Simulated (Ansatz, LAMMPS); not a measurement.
# Amorphous 21HfO2-79Al2O3 (mol %) (110 atoms): geometry optimisation, part 4 of 4

Wanted: the relaxed structure of amorphous 21HfO2-79Al2O3 (mol %) (110 atoms) and its electronic structure.

Ansatz 0.2.0; Kohn-Sham DFT, PBE, PAW (set soft_2), plane waves.

The cell: 5 Hf, 38 Al and 67 O. The quench rate of 50 K/ps far exceeds what a furnace or splat quench reaches. The network of bonds at the start is that of the classical potential that made the cell. Only the Γ point is sampled in the main run, in a cell whose shortest periodic width is 11 Å. Spin–orbit coupling is left out.

So far. Step 4 (Cell and atoms relaxed): The relaxation changed the energy by -32.1 meV/atom, and atoms moved by 0.19 Å r.m.s., 0.58 Å at most. Step 7 (K-mesh 2×2×2): Forces differ from those of the single point at the relaxed geometry by 5.0 meV/Å r.m.s.; the energy by -1.4 meV/atom, the pressure by +0.029 GPa and the gap by -0.011 eV. It took 2 min and 9 cycles; the reference's time can't be set against it, since the two runs asked for unlike analyses.

## Step 8: Functional HSE06

HSE06 mixes in a quarter of exact exchange at short range, which counters self-interaction, at a higher cost.

This step: Kohn-Sham DFT, HSE06, PAW (set soft_2), plane waves (Ansatz 0.2.0).

The input, input.yaml:

```yaml
crystal:
  lattice:
    - [10.60234, 0.06632, 0.06178]
    - [0.06632, 10.72857, -0.04735]
    - [0.06178, -0.04735, 10.72164]
  atoms:
    [... the 110 atom lines of step 6 ...]
kpoints:
  mp_grid: { grid: [1, 1, 1] }
hamiltonian:
  xc: hse06
scf:
  occupations: { method: fermi_dirac, width: 0.025 }
output:
  forces: true
  stress: true
  populations: true
  dos:
    method: { smearing: { sigma: 0.08 } }
    de: 0.05
    projected: { site_lists: { Al: [Al], Hf: [Hf], O: [O] } }
  eigenvalues: true
```

The run is started by

```sh
$ ansatz run input.yaml --threads 4 --pin off --max-ram 8192MiB --backend cpu --events-out ev --progress --plain --runs-dir out
```

Numbers of over 12 decimals in the logs are rounded to 6 here.

Log:

```text
Warning: output.stress: scf.convergence.dr2_threshold = 1e-7 eV (the SCF's general default) is looser than the 1.6e-9 eV advised for a printed stress (1e-10 eV for each atom of the cell: 110, of which 16 are counted). What an SCF threshold leaves in a stress goes as its square root, and in the free energy as the threshold itself, and one threshold admits the most on a small cell: [...]
Warning: output.stress: scf.exx.energy_threshold = 1e-6 eV is looser than the 1.6e-7 eV advised for a stress under a hybrid functional (1e-8 eV for each atom of the cell: 110, of which 16 are counted). Every SCF of the exchange loop can meet its threshold on dr2 while the loop round them stops early: [...]
exact exchange: scf.exx.singularity resolves to wigner_seitz, which cuts the screened interaction at the faces of the exchange supercell's Wigner-Seitz cell, so that each pair interacts once, at the shortest of its separations (the periodic images that this leaves out come, [...]
[...]
Crystal: 110 atoms, lattice volume = 1219.452 Å³
Basis set: ecut = 420 eV, 23779 PW (Γ), exchange–correlation on 144×144×144 points (8 copies of the dense FFT grid, shifted against one another)
Bands: 433, of which v1, the nominal top of the filled ones, is band 323 counted from 1 (322 counted from 0)
Symmetry: 1 space group operations
[...]
k-points: 1
[...]
SCF iter   1: F=—  HF=-137204.040266 eV  |F-HF|=—  |Δ(HF+E_count)|=         —  Δρ=2.82e-3  dr2=1.16e-1  ethr=1.77e-3  ⟨swp⟩=20.0  Hψ=2329  notcnv=2
[...]
SCF iter   4: F=-137204.061495 eV  HF=-137204.061826 eV  |F-HF|=3.30e-4  |Δ(HF+E_count)|=   3.65e-3  Δρ=3.70e-4  dr2=1.15e-3  ethr=5.59e-7  ⟨swp⟩=4.0  Hψ=988  notcnv=0  defer=6
SCF 1 stopped early in 4 iterations: F = -137204.061495 eV  dr2 = 1.15e-3
[...]
Exchange kernel: α = 0.2500, screened, ω = 0.2079 Å⁻¹, Wigner–Seitz truncation, v(0) = 936.0633 eV·Å³, q-mesh 1×1×1, nearest image of the exchange supercell L = 10.60 Å, pair-density grid 54×54×54, without the augmentation charges, whose exchange is taken in its separable form (sized by the pseudopotential files, [...]
Frozen-core exchange: fock
SCF iter   1: F=—  HF=-137215.121461 eV  |F-HF|=—  |Δ(HF+E_count)|=         —  Δρ=7.71e-3  dr2=7.29e-1  ethr=1.78e-6  ⟨swp⟩=12.0  Hψ=2318  notcnv=0
[...]
SCF iter   7: F=—  HF=-137214.894986 eV  |F-HF|=—  |Δ(HF+E_count)|=   2.10e-3  Δρ=1.43e-4  dr2=1.82e-4  ethr=9.77e-9  ⟨swp⟩=6.0  Hψ=1574  notcnv=0
SCF iter   8: F=-137214.894929 eV  HF=-137214.894943 eV  |F-HF|=1.43e-5  |Δ(HF+E_count)|=   4.24e-5  Δρ=3.26e-5  dr2=1.46e-5  ethr=9.77e-9  ⟨swp⟩=4.0  Hψ=1113  notcnv=0
SCF 2 stopped early in 8 iterations: F = -137214.894929 eV  dr2 = 1.46e-5
  Residual-converged pass: ⟨swp⟩=3.0  Hψ=1068  notcnv=0  max |occ|·‖R‖ = 4.9e-6 eV (tolerance 6.7e-6 eV)  dr2=1.47e-5  dr2_onsite=1.41e-6  max |Δocc| = 0.0e0
[...]
hybrid outer 1: dexx = +2.574e-1 eV, tail = 2.77e-3 eV
[...]
Frozen-core exchange: fock
SCF iter   1: F=—  HF=-137214.888632 eV  |F-HF|=—  |Δ(HF+E_count)|=         —  Δρ=5.37e-5  dr2=2.49e-5  ethr=2.14e-6  ⟨swp⟩=12.0  Hψ=988  notcnv=0
[...]
SCF iter   5: F=—  HF=-137214.888649 eV  |F-HF|=—  |Δ(HF+E_count)|=   5.95e-8  Δρ=3.65e-6  dr2=1.54e-7  ethr=5.32e-11  ⟨swp⟩=6.0  Hψ=1056  notcnv=0  defer=3
SCF iter   6: F=-137214.888649 eV  HF=-137214.888649 eV  |F-HF|=1.16e-10  |Δ(HF+E_count)|=   4.44e-8  Δρ=5.36e-7  dr2=3.02e-9  ethr=2.32e-11  ⟨swp⟩=4.0  Hψ=905  notcnv=0  defer=4
SCF 3 converged in 6 iterations: F = -137214.888649 eV  dr2 = 3.02e-9
[...]
hybrid outer 2: dexx = +1.203e-5 eV, tail = 4.74e-7 eV, Δε = 7.06e-3 eV (about 2.06e-4 eV left of the loop's levels), ΔF = 5.50e-3 eV/Å (tail 7.70e-4)
[...]
Frozen-core exchange: fock
SCF iter   1: F=—  HF=-137214.888647 eV  |F-HF|=—  |Δ(HF+E_count)|=         —  Δρ=1.75e-6  dr2=2.42e-8  ethr=3.67e-10  ⟨swp⟩=20.0  Hψ=1360  notcnv=7
[...]
SCF iter   2: F=-137214.888647 eV  HF=-137214.888647 eV  |F-HF|=1.16e-9  |Δ(HF+E_count)|=   5.53e-9  Δρ=6.45e-7  dr2=2.10e-9  ethr=5.68e-12 (applied; sched 3.16e-12)  ⟨swp⟩=6.0  Hψ=837  notcnv=0  defer=1
SCF 4 converged in 2 iterations: F = -137214.888647 eV  dr2 = 2.10e-9
[...]
hybrid SCF converged: 3 outer / 16 inner (+4 warm-up), last move |dexx| = 5.04e-9 eV, tail = 5.52e-9 eV
Stability not checked: this state was not tested for a lower state beside it, because the functional holds exact exchange (a hybrid, or Hartree-Fock), whose exchange loop this test does not read (fock_operator; see scf.lower_state_search)
Free energy (F): -137214.888647 eV
Frozen-core exchange: fock
[...]
Internal energy: -137214.888647 eV  (E = F + TS)
E sigma→0 (E₀):  -137214.888647 eV
Fermi energy:    8.006610 eV
[...]
Σ components = -137214.888647   (vs F -137214.888647, Δ=2.91e-11)
--- Forces (eV/Å), atoms counted from 1 ---
  atom   1  Hf    -0.01925139     0.05835157     0.06290911
  atom   2  Hf    -0.18281014     0.11244180     0.00832106
  atom   3  Hf     0.10676671    -0.13209105     0.05438705
  atom   4  Hf     0.02443883     0.07190513     0.00278334
[...]
atom 110  O     -0.36443897     0.34239576    -0.05816219
  max |Σ_I F_I| component: 1.72e-4 eV/Å
--- Stress (GPa, compression-positive) ---
       -5.785613       0.037256       0.056472
        0.037246      -5.797334       0.223067
        0.056484       0.223068      -5.919938
  P = ⅓ Tr σ = -5.8343 GPa (-58.343 kbar)
--- Band table (eV) ---
[...]
--- Löwdin populations: 110 sites ---
  site symbol       q [e]
     0     Hf     24.3025
     1     Hf     24.2647
     2     Hf     24.2679
[...]
109      O      6.9038
  spilling = 0.007068 (of n_electrons = 646.000000)
```

Wall time 4.2 min (4 threads of Intel Xeon Platinum 8375C at 2.90GHz (Ice Lake), shared host); peak memory 4.4 GiB.

The program notes that the exchange threshold is loose for the stress and the SCF threshold is loose for the stress.

Geometry and reference: those of the single point at the relaxed geometry.

Forces differ from those of the single point at the relaxed geometry by 98 meV/Å r.m.s.; the pressure by -5.8 GPa and the gap by +1.7 eV. It took 4.2 min and 20 cycles; the reference's time can't be set against it, since the two runs asked for unlike analyses.

The run gave:

```
free energy                                      : -137214.8886 eV
free energy per atom                             : -1247.4081 eV/atom
SCF cycles                                       : 20
pressure                                         : -5.834 GPa
r.m.s. force component                           : 0.09795 eV/Å
longest force                                    : 0.5034 eV/Å
Fermi energy                                     : 8.007 eV
gap (highest filled to lowest empty level) : 5.386 eV
spilling of the projection                       : 0.007068
```

Length of the force by element and coordination:

| element | coordination | atoms | mean length of the force (eV/Å) | spread | least | most |
| --- | --- | --- | --- | --- | --- | --- |
| Al | all | 38 | 0.116 | 0.0566 | 0.0286 | 0.257 |
| Al | 4 | 18 | 0.111 | 0.0602 | 0.0286 | 0.247 |
| Al | 5 | 15 | 0.127 | 0.0566 | 0.0327 | 0.257 |
| Al | 6 | 5 | 0.0989 | 0.0302 | 0.0639 | 0.149 |
| Hf | all | 5 | 0.131 | 0.0554 | 0.076 | 0.215 |
| Hf | 6 | 3 | 0.126 | 0.0628 | 0.076 | 0.215 |
| Hf | 7 | 2 | 0.137 | 0.041 | 0.0963 | 0.178 |
| O | all | 67 | 0.167 | 0.0914 | 0.0168 | 0.503 |
| O | 2 | 2 | 0.416 | 0.0878 | 0.328 | 0.503 |
| O | 3 | 55 | 0.168 | 0.0768 | 0.0277 | 0.360 |
| O | 4 | 10 | 0.115 | 0.0833 | 0.0168 | 0.310 |

Löwdin charges by element and coordination (they lack the spilled electrons, 0.042 e an atom on average):

| element | coordination | atoms | mean charge (e) | spread | least | most |
| --- | --- | --- | --- | --- | --- | --- |
| Al | all | 38 | 1.37 | 0.0295 | 1.31 | 1.42 |
| Al | 4 | 18 | 1.40 | 0.016 | 1.35 | 1.42 |
| Al | 5 | 15 | 1.36 | 0.019 | 1.34 | 1.40 |
| Al | 6 | 5 | 1.33 | 0.0087 | 1.31 | 1.34 |
| Hf | all | 5 | 1.73 | 0.0387 | 1.69 | 1.80 |
| Hf | 6 | 3 | 1.71 | 0.0188 | 1.69 | 1.74 |
| Hf | 7 | 2 | 1.77 | 0.0347 | 1.73 | 1.80 |
| O | all | 67 | -0.840 | 0.0351 | -0.904 | -0.731 |
| O | 2 | 2 | -0.899 | 0.0048 | -0.904 | -0.894 |
| O | 3 | 55 | -0.841 | 0.0353 | -0.894 | -0.731 |
| O | 4 | 10 | -0.824 | 0.0203 | -0.861 | -0.794 |

States in the cell by windows of 1 eV, zero at the Fermi level; the larger projections on atomic orbitals stand beside the total:

| from (eV) | to (eV) | total | O p | Al p | Hf d |
| --- | --- | --- | --- | --- | --- |
| -14 | -10 | 0.0 | 0.0 | 0.0 | 0.0 |
| -10 | -9 | 24.8 | 18.6 | 1.4 | 0.5 |
| -9 | -8 | 40.0 | 30.3 | 3.3 | 1.0 |
| -8 | -7 | 57.5 | 45.0 | 6.8 | 1.8 |
| -7 | -6 | 59.9 | 49.9 | 5.3 | 1.8 |
| -6 | -5 | 77.2 | 68.6 | 4.3 | 1.6 |
| -5 | -4 | 80.0 | 75.0 | 2.1 | 0.8 |
| -4 | -3 | 55.7 | 53.3 | 0.9 | 0.3 |
| -3 | -2 | 6.8 | 6.6 | 0.1 | 0.0 |
| -2 | 2 | 0.0 | 0.0 | 0.0 | 0.0 |
| 2 | 3 | 2.0 | 0.0 | 0.1 | 0.1 |
| 3 | 4 | 13.7 | 1.4 | 0.7 | 10.4 |
| 4 | 5 | 22.5 | 2.7 | 3.0 | 12.3 |

Between -26 and -14 eV lie 204 more states.

The stored curve holds about 606 of the 646 electrons; the rest, give or take the few that broadening carries across the Fermi level, lie in deeper levels below its range.

The levels nearest the highest filled one (over half full), pooled over k-points and spins:

| level less the highest filled one (eV) | occupation |
| --- | --- |
| -0.457 | 2 |
| -0.440 | 2 |
| -0.301 | 2 |
| -0.283 | 2 |
| -0.205 | 2 |
| 0 | 2 |
| 5.39 | 0 |
| 5.96 | 0 |
| 6.09 | 0 |
| 6.29 | 0 |
| 6.31 | 0 |
| 6.48 | 0 |

## Step 9: Functional r2SCAN (500 eV)

The meta-GGA r2SCAN uses the kinetic energy density as well as the density and its gradient. Besides, the cutoff goes from 420 to 500 eV.

This step: Kohn-Sham DFT, r2SCAN, PAW (set soft_2), plane waves (Ansatz 0.2.0).

Changes to input.yaml since step 8:

```diff
@@ -10,3 +10,3 @@
 hamiltonian:
-  xc: hse06
+  xc: r2scan
 scf:
```

Log:

```text
[...]
Crystal: 110 atoms, lattice volume = 1219.452 Å³
Basis set: ecut = 500 eV, 31017 PW (Γ), exchange–correlation on 320×320×320 points (64 copies of the dense FFT grid, shifted against one another)
Bands: 433, of which v1, the nominal top of the filled ones, is band 323 counted from 1 (322 counted from 0)
Symmetry: 1 space group operations
[...]
k-points: 1
[...]
SCF iter   1: F=—  HF=-137469.390448 eV  |F-HF|=—  |Δ(HF+E_count)|=         —  Δρ=8.63e-3  dr2=9.39e-1  dr2_τ=6.60e0  ethr=1.77e-3  ⟨swp⟩=6.0  Hψ=1840  notcnv=0  defer=33
[...]
SCF iter   8: F=—  HF=-137473.126103 eV  |F-HF|=—  |Δ(HF+E_count)|=   4.37e-5  Δρ=1.30e-5  dr2=1.72e-6  dr2_τ=2.55e-7  ethr=7.67e-10  ⟨swp⟩=2.0  Hψ=753  notcnv=0  defer=104
SCF iter   9: F=-137473.126103 eV  HF=-137473.126103 eV  |F-HF|=7.31e-9  |Δ(HF+E_count)|=   1.83e-7  Δρ=2.88e-6  dr2=7.69e-8  dr2_τ=9.95e-9  ethr=1.55e-11  ⟨swp⟩=13.0  Hψ=2911  notcnv=0
SCF 1 converged in 9 iterations: F = -137473.126103 eV  dr2 = 7.69e-8
[...]
SCF converged after 9 iterations
Free energy (F): -137473.126103 eV
[...]
Internal energy: -137473.126103 eV  (E = F + TS)
E sigma→0 (E₀):  -137473.126103 eV
Fermi energy:    8.342903 eV
[...]
Σ components = -137473.126103   (vs F -137473.126103, Δ=0.00e0)
--- Forces (eV/Å), atoms counted from 1 ---
  atom   1  Hf    -0.00182933     0.01880805     0.01944501
  atom   2  Hf    -0.10830684     0.10665311    -0.00084124
  atom   3  Hf     0.06893003    -0.07434634     0.02714074
  atom   4  Hf     0.02877414     0.02861234     0.02186301
[...]
atom 110  O     -0.28441090     0.26854633    -0.03025457
  max |Σ_I F_I| component: 3.79e-4 eV/Å
--- Stress (GPa, compression-positive) ---
       -5.497854       0.046250      -0.001405
        0.046281      -5.513132       0.156989
       -0.001431       0.156986      -5.538094
  P = ⅓ Tr σ = -5.5164 GPa (-55.164 kbar)
--- Band table (eV) ---
[...]
--- Löwdin populations: 110 sites ---
  site symbol       q [e]
     0     Hf     24.3612
     1     Hf     24.3284
     2     Hf     24.3279
[...]
109      O      6.9019
  spilling = 0.006939 (of n_electrons = 646.000000)
```

It took 33 s on 4 threads; peak memory 3.6 GiB; 2.1 min of CPU time.

Geometry and reference: those of the single point at the relaxed geometry.

Forces differ from those of the single point at the relaxed geometry by 75 meV/Å r.m.s.; the pressure by -5.5 GPa and the gap by +0.64 eV. It took 33 s and 9 cycles; the reference's time can't be set against it, since the two runs asked for unlike analyses.

## Step 10: Functional PBEsol

PBEsol restores the gradient expansion of exchange for slowly varying densities and usually gives shorter bonds in solids than PBE.

This step: Kohn-Sham DFT, PBEsol, PAW (set soft_2), plane waves (Ansatz 0.2.0).

Changes to input.yaml since step 9:

```diff
@@ -10,3 +10,3 @@
 hamiltonian:
-  xc: r2scan
+  xc: pbesol
 scf:
```

Log:

```text
[...]
Crystal: 110 atoms, lattice volume = 1219.452 Å³
Basis set: ecut = 420 eV, 23779 PW (Γ), exchange–correlation on 144×144×144 points (8 copies of the dense FFT grid, shifted against one another)
Bands: 433, of which v1, the nominal top of the filled ones, is band 323 counted from 1 (322 counted from 0)
Symmetry: 1 space group operations
[...]
k-points: 1
[...]
SCF iter   1: F=—  HF=-135655.153528 eV  |F-HF|=—  |Δ(HF+E_count)|=         —  Δρ=1.41e-2  dr2=2.04e0  ethr=1.77e-3  ⟨swp⟩=6.0  Hψ=1862  notcnv=0  defer=30
[...]
SCF iter   9: F=—  HF=-135654.590904 eV  |F-HF|=—  |Δ(HF+E_count)|=   1.28e-7  Δρ=4.76e-6  dr2=2.55e-7  ethr=1.94e-10  ⟨swp⟩=2.0  Hψ=651  notcnv=0  defer=105
SCF iter  10: F=-135654.590904 eV  HF=-135654.590904 eV  |F-HF|=2.92e-8  |Δ(HF+E_count)|=   5.35e-8  Δρ=1.42e-6  dr2=3.38e-8  ethr=1.55e-11  ⟨swp⟩=14.0  Hψ=2482  notcnv=0
SCF 1 converged in 10 iterations: F = -135654.590904 eV  dr2 = 3.38e-8
[...]
SCF converged after 10 iterations
Free energy (F): -135654.590904 eV
[...]
Internal energy: -135654.590904 eV  (E = F + TS)
E sigma→0 (E₀):  -135654.590904 eV
Fermi energy:    8.225133 eV
[...]
Σ components = -135654.590904   (vs F -135654.590904, Δ=0.00e0)
--- Forces (eV/Å), atoms counted from 1 ---
  atom   1  Hf     0.04173227    -0.00857561     0.02525119
  atom   2  Hf    -0.13294478     0.06549623    -0.01059110
  atom   3  Hf     0.07077552    -0.03623352     0.03754819
  atom   4  Hf     0.01719501     0.02634467    -0.00794261
[...]
atom 110  O     -0.05475102     0.10177640    -0.04924715
  max |Σ_I F_I| component: 1.02e-4 eV/Å
--- Stress (GPa, compression-positive) ---
       -4.145674       0.010608       0.044171
        0.010599      -4.243878       0.071016
        0.044182       0.071016      -4.220773
  P = ⅓ Tr σ = -4.2034 GPa (-42.034 kbar)
--- Band table (eV) ---
[...]
--- Löwdin populations: 110 sites ---
  site symbol       q [e]
     0     Hf     24.4875
     1     Hf     24.4549
     2     Hf     24.4558
[...]
109      O      6.8493
  spilling = 0.006859 (of n_electrons = 646.000000)
```

The job ended after 14 s (4 threads; peak memory 1.8 GiB; 53 s of CPU time).

Geometry and reference: those of the single point at the relaxed geometry.

Forces differ from those of the single point at the relaxed geometry by 50 meV/Å r.m.s.; the pressure by -4.2 GPa and the gap by -0.12 eV.

## Step 11: The ladder side by side

Differences are against the single point at the relaxed geometry (Kohn-Sham DFT, PBE, PAW (set soft_2), plane waves), whose r.m.s. force component is 0.00314 eV/Å. Energies are set beside the reference only for runs with its functional, potentials and electron count. Times are for 4 threads of Intel Xeon Platinum 8375C at 2.90GHz (Ice Lake), shared host. The reference's time includes grids, which some other runs skip.

| run | Δ force, r.m.s. (meV/Å) | Δ energy (meV/atom) | Δ pressure (GPa) | Δ gap (eV) | cycles | time | host memory (GiB) |
| --- | --- | --- | --- | --- | --- | --- | --- |
| reference | - | - | - | - | 9 | 15 s | 1.8 |
| k-mesh 2×2×2 | 4.96 | -1.40 | 0.0288 | -0.0112 | 9 | 2 min | 6.0 |
| functional HSE06 | 97.6 | - | -5.84 | 1.73 | 20 | 4.2 min | 4.4 |
| functional r2SCAN (500 eV) | 75.3 | - | -5.52 | 0.643 | 9 | 33 s | 3.6 |
| functional PBEsol | 50.4 | - | -4.21 | -0.116 | 10 | 14 s | 1.8 |

## Step 12: Outcome

- energy change in the relaxation: -32.14 meV/atom
- r.m.s. displacement: 0.193 Å
- largest displacement: 0.582 Å
- free energy per atom: -1247.3094 eV/atom
- pressure: 0.006679 GPa
- r.m.s. force component: 0.00314 eV/Å
- gap (highest filled to lowest empty level): 3.661 eV
- wall time of the 7 DFT runs: 9.1 min

In words: Relaxation lowers the energy by 32.1 meV/atom and moves atoms by 0.19 Å r.m.s.; the r.m.s. force component goes from 0.44 to 0.0031 eV/Å. Displacements are taken in the final cell, so they leave out its strain. By the final cutoffs 0 of 200 bonded pairs parted and 9 joined. The cell shrank by 3.2 % in volume. From the first step to the last the energy fell by 3.536 eV, across changes of basis, and the largest move was 0.58 Å (O57). The O-Hf bonds change most in mean length: from 2.153 Å (spread 0.056) to 2.169 Å (spread 0.154), and their number from 30 to 32. With the cutoffs above, 47 % of Al atoms have 4, 60 % of Hf atoms have 6 and 82 % of O atoms have 3 bonded neighbours. Counting bonds to Al alone, not to Hf, 34 % of the oxygens join two of these atoms and 6 % one; 49 % join three; 10 % join four. The highest filled and lowest empty levels differ by 3.66 eV (at Γ alone); a semilocal functional tends to put such gaps too low. In a disordered cell it changes from sample to sample, and tail or defect levels can set it.

Among the changes of functional, dispersion, potentials or spin set against this reference, functional HSE06 moves the forces most, by 98 meV/Å r.m.s. The gap changes by +1.73 eV with HSE06.

Caveats: The network of bonds at the start is that of the classical potential that made the cell; in DFT 0 of its 200 bonded pairs passed out of the cutoffs and 9 came within them.

[Logs are printed without paths, hosts, clocks, repeated set-up lines and the standing remarks that a program may print on its own settings, such as how far it seeks lower states.]

[Hosts, paths, dates, database ids (printed as entryN), source tags and the programs' standing remarks are cut or masked in the printed files.]
